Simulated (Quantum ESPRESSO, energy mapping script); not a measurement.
# CoO: J from the energies of magnetic orders

Wanted: the magnetic order of CoO, its couplings and an estimate of its ordering temperature, by PBE+U (3.5 eV), QE, GBRV.

Calculated with Quantum ESPRESSO 7.5; PBE with U = 3.5 eV on Co d, ortho-atomic projectors; plane waves, U on orthogonalised atomic orbitals unless named otherwise, collinear spin, no spin–orbit coupling.

Report form: the programs' logs are mostly left out.

### Step 1. The starting structure

Symmetry: Fm-3m, No. 225, cubic system. The conventional cell has a = 4.263 Å, b = 4.263 Å, c = 4.263 Å, α = 90.00°, β = 90.00°, γ = 90.00°. Nearest to Co lie 6 O at 2.13 Å. Nearest to O lie 6 Co at 2.13 Å. Farther neighbours and most contacts between anions are not listed.

The U corrects the self-interaction that lets semilocal functionals spread d and f electrons too far. Its value here is typed, not computed. These runs use Quantum ESPRESSO.

### Step 2. Order 1: parallel, cell A of 4 atoms

Each cell gets its own parallel run on the same mesh, so that most of the mesh error cancels in the differences.

The potential files are GBRV's for PBE; pw.x takes the functional from them.

File pw.in:

```
&control
  calculation = 'scf'
  prefix = 'pw'
  outdir = './tmp/'
  pseudo_dir = './pseudo/'
  verbosity = 'low'
/
&system
  ibrav = 0
  nat = 4
  ntyp = 2
  ecutwfc = 45
  ecutrho = 360
  nbnd = 38
  occupations = 'smearing'
  smearing = 'fd'
  degauss = 0.00367493
  nspin = 2
  starting_magnetization(1) = 0.1765
/
&electrons
  conv_thr = 1.0e-08
  electron_maxstep = 120
  mixing_beta = 0.3
  mixing_mode = 'plain'
/
ATOMIC_SPECIES
  Co 58.9332 Co.upf
  O 15.9990 O.upf
CELL_PARAMETERS angstrom
  0.00000000 -2.13150000 -2.13150000
  0.00000000 2.13150000 -2.13150000
  4.26300000 0.00000000 0.00000000
ATOMIC_POSITIONS crystal
  Co 0.50000000 0.50000000 0.50000000
  Co 0.00000000 0.00000000 0.00000000
  O 0.50000000 0.50000000 0.00000000
  O 0.00000000 0.00000000 0.50000000
K_POINTS automatic
  10 10 7 0 0 0
HUBBARD {ortho-atomic}
U Co-3d 3.5
```

The run is started by

```console
$ OMP_NUM_THREADS=1 mpirun -n 8 pw.x -nk 8 -in pw.in > pw.out
```

Run time: 29 s. Hardware: 8 MPI ranks of Arm Neoverse V1, shared host; peak memory 0.77 GiB; 3.9 min of CPU time.

Spin moment in the sphere by atom:

```
atom  spin moment in the sphere (μB)
 Co1                            2.61
 Co2                            2.61
  O3                            0.28
  O4                            0.28
```

The run ends ferromagnetic.

### Step 3. Order 2: compensated +−, cell A of 4 atoms

This order reverses 8 of the 12 neighbours at 3.01 Å, 0 of the 6 neighbours at 4.26 Å and 16 of the 24 neighbours at 5.22 Å, counted for an average magnetic atom.

Changes to pw.in since step 2:

```diff
@@ -10,6 +10,6 @@
   nat = 4
-  ntyp = 2
+  ntyp = 3
   ecutwfc = 45
   ecutrho = 360
-  nbnd = 38
+  nbnd = 35
   occupations = 'smearing'
@@ -19,2 +19,3 @@
   starting_magnetization(1) = 0.1765
+  starting_magnetization(2) = -0.1765
 /
@@ -27,3 +28,4 @@
 ATOMIC_SPECIES
-  Co 58.9332 Co.upf
+  Co1 58.9332 Co.upf
+  Co2 58.9332 Co.upf
   O 15.9990 O.upf
@@ -34,4 +36,4 @@
 ATOMIC_POSITIONS crystal
-  Co 0.50000000 0.50000000 0.50000000
-  Co 0.00000000 0.00000000 0.00000000
+  Co1 0.50000000 0.50000000 0.50000000
+  Co2 0.00000000 0.00000000 0.00000000
   O 0.50000000 0.50000000 0.00000000
@@ -41,2 +43,3 @@
 HUBBARD {ortho-atomic}
-U Co-3d 3.5
+U Co1-3d 3.5
+U Co2-3d 3.5
```

Elapsed: 48 s, on 8 MPI ranks; peak memory 0.79 GiB; 6.5 min of CPU time.

Spin moment in the sphere by atom:

```
atom  spin moment in the sphere (μB)
 Co1                            2.38
 Co2                           -2.38
  O3                           -0.04
  O4                            0.04
```

The run ends antiferromagnetic, 44.94 meV a magnetic atom above the parallel order of its cell, a difference that unlike orbital or electronic states can set, not exchange alone (energies taken at zero occupation width, not the printed F).

### Step 4. Run 3 (parallel; cell B, 4 atoms)

A new cell needs its own zero of energy.

This run holds the same structure in another cell (c 4.263 → 5.221 Å, α 90.0 → 73.2°, β 90.0 → 73.2°, γ 90.0 → 60.0°).

File pw.in:

```
&control
  calculation = 'scf'
  prefix = 'pw'
  outdir = './tmp/'
  pseudo_dir = './pseudo/'
  verbosity = 'low'
/
&system
  ibrav = 0
  nat = 4
  ntyp = 2
  ecutwfc = 45
  ecutrho = 360
  nbnd = 38
  occupations = 'smearing'
  smearing = 'fd'
  degauss = 0.00367493
  nspin = 2
  starting_magnetization(1) = 0.1765
/
&electrons
  conv_thr = 1.0e-08
  electron_maxstep = 120
  mixing_beta = 0.3
  mixing_mode = 'plain'
/
ATOMIC_SPECIES
  Co 58.9332 Co.upf
  O 15.9990 O.upf
CELL_PARAMETERS angstrom
  0.00000000 -2.13150000 -2.13150000
  -2.13150000 0.00000000 -2.13150000
  2.13150000 2.13150000 -4.26300000
ATOMIC_POSITIONS crystal
  Co 0.50000000 0.50000000 0.50000000
  Co 0.00000000 0.00000000 0.00000000
  O 0.75000000 0.75000000 0.75000000
  O 0.25000000 0.25000000 0.25000000
K_POINTS automatic
  11 11 11 0 0 0
HUBBARD {ortho-atomic}
U Co-3d 3.5
```

Wall time 52 s (8 MPI ranks); peak memory 0.92 GiB.

The run ends ferromagnetic. For each magnetic atom its energy differs from the parallel run of the first cell by 0.15 meV, an error that one common reference would have brought in.

### Step 5. Run 4 (compensated +−; cell B, 4 atoms)

This order reverses 6 of the 12 neighbours at 3.01 Å, 6 of the 6 neighbours at 4.26 Å and 12 of the 24 neighbours at 5.22 Å, counted for an average magnetic atom.

Changes to pw.in since step 4:

```diff
@@ -10,6 +10,6 @@
   nat = 4
-  ntyp = 2
+  ntyp = 3
   ecutwfc = 45
   ecutrho = 360
-  nbnd = 38
+  nbnd = 35
   occupations = 'smearing'
@@ -19,2 +19,3 @@
   starting_magnetization(1) = 0.1765
+  starting_magnetization(2) = -0.1765
 /
@@ -27,3 +28,4 @@
 ATOMIC_SPECIES
-  Co 58.9332 Co.upf
+  Co1 58.9332 Co.upf
+  Co2 58.9332 Co.upf
   O 15.9990 O.upf
@@ -34,4 +36,4 @@
 ATOMIC_POSITIONS crystal
-  Co 0.50000000 0.50000000 0.50000000
-  Co 0.00000000 0.00000000 0.00000000
+  Co1 0.50000000 0.50000000 0.50000000
+  Co2 0.00000000 0.00000000 0.00000000
   O 0.75000000 0.75000000 0.75000000
@@ -41,2 +43,3 @@
 HUBBARD {ortho-atomic}
-U Co-3d 3.5
+U Co1-3d 3.5
+U Co2-3d 3.5
```

The job ended after 52 s (8 MPI ranks; peak memory 0.93 GiB).

The run ends antiferromagnetic, 40.80 meV a magnetic atom below the parallel order of its cell, a difference that unlike orbital or electronic states can set, not exchange alone (energies taken at zero occupation width, not the printed F).

### Step 6. Run 5 (parallel; cell C, 6 atoms)

File pw.in:

```
&control
  calculation = 'scf'
  prefix = 'pw'
  outdir = './tmp/'
  pseudo_dir = './pseudo/'
  verbosity = 'low'
/
&system
  ibrav = 0
  nat = 6
  ntyp = 2
  ecutwfc = 45
  ecutrho = 360
  nbnd = 55
  occupations = 'smearing'
  smearing = 'fd'
  degauss = 0.00367493
  nspin = 2
  starting_magnetization(1) = 0.1765
/
&electrons
  conv_thr = 1.5e-08
  electron_maxstep = 120
  mixing_beta = 0.3
  mixing_mode = 'plain'
/
ATOMIC_SPECIES
  Co 58.9332 Co.upf
  O 15.9990 O.upf
CELL_PARAMETERS angstrom
  0.00000000 -2.13150000 -2.13150000
  -4.26300000 0.00000000 0.00000000
  2.13150000 4.26300000 -2.13150000
ATOMIC_POSITIONS crystal
  Co 0.66666667 0.66666667 0.33333333
  Co 0.33333333 0.33333333 0.66666667
  Co 0.00000000 0.00000000 0.00000000
  O 0.66666667 0.16666667 0.33333333
  O 0.33333333 0.83333333 0.66666667
  O 0.00000000 0.50000000 0.00000000
K_POINTS automatic
  10 10 10 0 0 0
HUBBARD {ortho-atomic}
U Co-3d 3.5
```

Elapsed: 4.6 min, on 8 MPI ranks; peak memory 1.5 GiB.

The run ends ferromagnetic. For each magnetic atom its energy differs from the parallel run of the first cell by 0.12 meV, an error that one common reference would have brought in.

### Step 7. Run 6 (uncompensated ++−; cell C, 6 atoms)

This order reverses 6.67 of the 12 neighbours at 3.01 Å, 2.67 of the 6 neighbours at 4.26 Å and 8 of the 24 neighbours at 5.22 Å, counted for an average magnetic atom.

Changes to pw.in since step 6:

```diff
@@ -10,6 +10,6 @@
   nat = 6
-  ntyp = 2
+  ntyp = 3
   ecutwfc = 45
   ecutrho = 360
-  nbnd = 55
+  nbnd = 52
   occupations = 'smearing'
@@ -19,2 +19,3 @@
   starting_magnetization(1) = 0.1765
+  starting_magnetization(2) = -0.1765
 /
@@ -27,3 +28,4 @@
 ATOMIC_SPECIES
-  Co 58.9332 Co.upf
+  Co1 58.9332 Co.upf
+  Co2 58.9332 Co.upf
   O 15.9990 O.upf
@@ -34,5 +36,5 @@
 ATOMIC_POSITIONS crystal
-  Co 0.66666667 0.66666667 0.33333333
-  Co 0.33333333 0.33333333 0.66666667
-  Co 0.00000000 0.00000000 0.00000000
+  Co1 0.66666667 0.66666667 0.33333333
+  Co1 0.33333333 0.33333333 0.66666667
+  Co2 0.00000000 0.00000000 0.00000000
   O 0.66666667 0.16666667 0.33333333
@@ -43,2 +45,3 @@
 HUBBARD {ortho-atomic}
-U Co-3d 3.5
+U Co1-3d 3.5
+U Co2-3d 3.5
```

The job ended after 2.7 min (8 MPI ranks; peak memory 1.5 GiB).

The run ends ferrimagnetic, 768.44 meV a magnetic atom below the parallel order of its cell, a difference that unlike orbital or electronic states can set, not exchange alone.

### Step 8. Run 7 (parallel; cell D, 6 atoms)

The parallel order again, as the reference for this cell.

This run holds the same structure in another cell (b 4.263 → 3.014 Å, c 5.221 → 6.740 Å, α 114.1 → 102.9°, β 106.8 → 102.9°).

File pw.in:

```
&control
  calculation = 'scf'
  prefix = 'pw'
  outdir = './tmp/'
  pseudo_dir = './pseudo/'
  verbosity = 'low'
/
&system
  ibrav = 0
  nat = 6
  ntyp = 2
  ecutwfc = 45
  ecutrho = 360
  nbnd = 55
  occupations = 'smearing'
  smearing = 'fd'
  degauss = 0.00367493
  nspin = 2
  starting_magnetization(1) = 0.1765
/
&electrons
  conv_thr = 1.5e-08
  electron_maxstep = 120
  mixing_beta = 0.3
  mixing_mode = 'plain'
/
ATOMIC_SPECIES
  Co 58.9332 Co.upf
  O 15.9990 O.upf
CELL_PARAMETERS angstrom
  0.00000000 2.13150000 2.13150000
  0.00000000 2.13150000 -2.13150000
  -6.39450000 -2.13150000 0.00000000
ATOMIC_POSITIONS crystal
  Co 0.00000000 0.00000000 0.00000000
  Co 0.33333333 0.33333333 0.66666667
  Co 0.66666667 0.66666667 0.33333333
  O 0.83333333 0.83333333 0.66666667
  O 0.16666667 0.16666667 0.33333333
  O 0.50000000 0.50000000 0.00000000
K_POINTS automatic
  10 10 10 0 0 0
HUBBARD {ortho-atomic}
U Co-3d 3.5
```

The job ended after 89 s (8 MPI ranks; peak memory 1.2 GiB; 12 min of CPU time).

The run ends ferromagnetic. For each magnetic atom its energy differs from the parallel run of the first cell by 0.16 meV, an error that one common reference would have brought in.

### Step 9. Run 8 (uncompensated ++−; cell D, 6 atoms)

This order reverses 5.33 of the 12 neighbours at 3.01 Å, 1.33 of the 6 neighbours at 4.26 Å and 16 of the 24 neighbours at 5.22 Å, counted for an average magnetic atom.

Changes to pw.in since step 8:

```diff
@@ -10,6 +10,6 @@
   nat = 6
-  ntyp = 2
+  ntyp = 3
   ecutwfc = 45
   ecutrho = 360
-  nbnd = 55
+  nbnd = 52
   occupations = 'smearing'
@@ -19,2 +19,3 @@
   starting_magnetization(1) = 0.1765
+  starting_magnetization(2) = -0.1765
 /
@@ -27,3 +28,4 @@
 ATOMIC_SPECIES
-  Co 58.9332 Co.upf
+  Co1 58.9332 Co.upf
+  Co2 58.9332 Co.upf
   O 15.9990 O.upf
@@ -34,5 +36,5 @@
 ATOMIC_POSITIONS crystal
-  Co 0.00000000 0.00000000 0.00000000
-  Co 0.33333333 0.33333333 0.66666667
-  Co 0.66666667 0.66666667 0.33333333
+  Co1 0.00000000 0.00000000 0.00000000
+  Co1 0.33333333 0.33333333 0.66666667
+  Co2 0.66666667 0.66666667 0.33333333
   O 0.83333333 0.83333333 0.66666667
@@ -43,2 +45,3 @@
 HUBBARD {ortho-atomic}
-U Co-3d 3.5
+U Co1-3d 3.5
+U Co2-3d 3.5
```

It took 2 min on 8 MPI ranks; peak memory 1.2 GiB; 16 min of CPU time.

The run ends ferrimagnetic, 22.41 meV a magnetic atom above the parallel order of its cell, a difference that unlike orbital or electronic states can set, not exchange alone (energies taken at zero occupation width, not the printed F).

### Step 10. Run 9 (parallel; cell E, 6 atoms)

This run holds the same structure in another cell (c 6.740 → 7.384 Å, α 102.9 → 90.0°, β 102.9 → 90.0°, γ 90.0 → 120.0°).

File pw.in:

```
&control
  calculation = 'scf'
  prefix = 'pw'
  outdir = './tmp/'
  pseudo_dir = './pseudo/'
  verbosity = 'low'
/
&system
  ibrav = 0
  nat = 6
  ntyp = 2
  ecutwfc = 45
  ecutrho = 360
  nbnd = 55
  occupations = 'smearing'
  smearing = 'fd'
  degauss = 0.00367493
  nspin = 2
  starting_magnetization(1) = 0.1765
/
&electrons
  conv_thr = 1.5e-08
  electron_maxstep = 120
  mixing_beta = 0.3
  mixing_mode = 'plain'
/
ATOMIC_SPECIES
  Co 58.9332 Co.upf
  O 15.9990 O.upf
CELL_PARAMETERS angstrom
  0.00000000 2.13150000 2.13150000
  -2.13150000 0.00000000 -2.13150000
  -4.26300000 -4.26300000 4.26300000
ATOMIC_POSITIONS crystal
  Co 0.00000000 0.00000000 0.00000000
  Co 0.33333333 0.66666667 0.66666667
  Co 0.66666667 0.33333333 0.33333333
  O 0.66666667 0.33333333 0.83333333
  O 0.00000000 0.00000000 0.50000000
  O 0.33333333 0.66666667 0.16666667
K_POINTS automatic
  11 11 4 0 0 0
HUBBARD {ortho-atomic}
U Co-3d 3.5
```

Run time: 57 s. Hardware: 8 MPI ranks; peak memory 1 GiB; 7.6 min of CPU time.

The run ends ferromagnetic. For each magnetic atom its energy differs from the parallel run of the first cell by 0.12 meV, an error that one common reference would have brought in.

### Step 11. Order 10: uncompensated ++−, cell E of 6 atoms

This order reverses 4 of the 12 neighbours at 3.01 Å, 4 of the 6 neighbours at 4.26 Å and 12 of the 24 neighbours at 5.22 Å, counted for an average magnetic atom.

Changes to pw.in since step 10:

```diff
@@ -10,6 +10,6 @@
   nat = 6
-  ntyp = 2
+  ntyp = 3
   ecutwfc = 45
   ecutrho = 360
-  nbnd = 55
+  nbnd = 52
   occupations = 'smearing'
@@ -19,2 +19,3 @@
   starting_magnetization(1) = 0.1765
+  starting_magnetization(2) = -0.1765
 /
@@ -27,3 +28,4 @@
 ATOMIC_SPECIES
-  Co 58.9332 Co.upf
+  Co1 58.9332 Co.upf
+  Co2 58.9332 Co.upf
   O 15.9990 O.upf
@@ -34,5 +36,5 @@
 ATOMIC_POSITIONS crystal
-  Co 0.00000000 0.00000000 0.00000000
-  Co 0.33333333 0.66666667 0.66666667
-  Co 0.66666667 0.33333333 0.33333333
+  Co1 0.00000000 0.00000000 0.00000000
+  Co1 0.33333333 0.66666667 0.66666667
+  Co2 0.66666667 0.33333333 0.33333333
   O 0.66666667 0.33333333 0.83333333
@@ -43,2 +45,3 @@
 HUBBARD {ortho-atomic}
-U Co-3d 3.5
+U Co1-3d 3.5
+U Co2-3d 3.5
```

The job ended after 73 s (8 MPI ranks; peak memory 1.1 GiB; 9.7 min of CPU time).

The run ends ferrimagnetic, 29.41 meV a magnetic atom below the parallel order of its cell, a difference that unlike orbital or electronic states can set, not exchange alone (energies taken at zero occupation width, not the printed F).

### Step 12. Mapping onto a Heisenberg model

Each energy difference is a sum of couplings weighted by the pairs that the order reverses. A few near shells are fitted to the differences by least squares. Energies are those extrapolated to zero occupation width, not the free energies F.

Energies from the parallel order of the same cell:

```
                      order  atoms  energy (meV a magnetic atom)  moments (μB)  moments kept as typed  opposed neighbours at 3.01, 4.26, 5.22 Å
         parallel in cell A      4                          0.00          2.61                    yes                                   0, 0, 0
   compensated +− in cell A      4                         44.94          2.38                    yes                                  8, 0, 16
         parallel in cell B      4                          0.00          2.61                    yes                                   0, 0, 0
   compensated +− in cell B      4                        -40.80          2.55                    yes                                  6, 6, 12
         parallel in cell C      6                          0.00          2.61                    yes                                   0, 0, 0
uncompensated ++− in cell C      6                       -768.44  2.57 to 2.58                    yes                             6.67, 2.67, 8
         parallel in cell D      6                          0.00          2.61                    yes                                   0, 0, 0
uncompensated ++− in cell D      6                         22.41  2.45 to 2.53                    yes                            5.33, 1.33, 16
         parallel in cell E      6                          0.00          2.61                    yes                                   0, 0, 0
uncompensated ++− in cell E      6                        -29.41  2.54 to 2.58                    yes                                  4, 4, 12
```

The Heisenberg fit (each pair counts twice, positive J is ferromagnetic):

```
 pair  distance (Å)  neighbours  J (meV)
Co–Co          3.01          12    -62.0
Co–Co          4.26           6    -6.51
Co–Co          5.22          24     32.5
Co–Co          6.03          12    -32.0
```

### Step 13. Summary of results

```yaml
couplings: not to be trusted
```

The warning signs here (some orders are gapless and others have a gap; open shells started apart) can come from unlike orbital states, and these open shells were not started from one set of occupation matrices, so the fitted couplings are not taken as the crystal's.

[Logs and program files are shortened in this print: banners, set-up blocks, solver, clock and traceback lines can be left out without a mark of their own.]

[Logs are printed without paths, hosts, clocks, repeated set-up lines and the standing remarks that a program may print on its own settings, such as how far it seeks lower states.]

[Hosts, paths, dates, database ids (printed as entryN), source tags and the programs' standing remarks are cut or masked in the printed files.]

[Where a cell is said to come from a database of computed structures, the database is the Materials Project.]
